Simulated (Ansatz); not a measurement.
# Calculated records

```xyz
6
Lattice="-2.374 2.374 3.744 2.374 -2.374 3.744 2.374 2.374 -3.744" Properties=species:S:1:pos:R:3 pbc="T T T" subject="From LDA to G0W0: SiO2 (I-42d)" method="DFT, LDA, plane waves, PAW; PAW set soft_1 (and 1 further level or step)" program="Ansatz 0.2.0" settings_of_one_run="cutoff 420 eV, 8×8×8 k-mesh, smearing width 0.02 eV, PAW set soft 1" cost="2 runs, 5.6 min in all on 1 × NVIDIA H100 80GB HBM3 (shared by 6 runs) with 3 threads of AMD EPYC 7R13 (Zen 3), shared host (the runs of this entry)" notes="The cell and positions come from the Crystallography Open Database and are kept as given unless a step says otherwise." lda_gap="5.82 eV, direct" g0w0_gap_on_the_mesh="9.15 eV, from k = Γ to k = Γ" gw_settings="6×6×6 mesh, 668 empty bands, screening to 230 eV, PAW set soft_1 files" known_limits="not at the basis limit"
Si    0.000    0.000    0.000
Si    0.000    2.374    1.872
O     1.187    2.960    2.808
O     0.586    1.187    0.936
O    -1.187    1.788    2.808
O    -0.586    3.561    0.936
```

[Paths, hosts, dates, memory and timing lines, banners, echoed tables and standing remarks are left out of the program output.]

[Logs are printed without paths, hosts, clocks, repeated set-up lines and the standing remarks that a program may print on its own settings, such as how far it seeks lower states.]

[Runs of the session that timed out or met a known fault of the program may be left out.]

[Cells called generated may have been cut or substituted from an entry of the Crystallography Open Database or the Materials Project.]

[Hosts, paths, dates, database ids (printed as entryN), source tags and the programs' standing remarks are cut or masked in the printed files.]
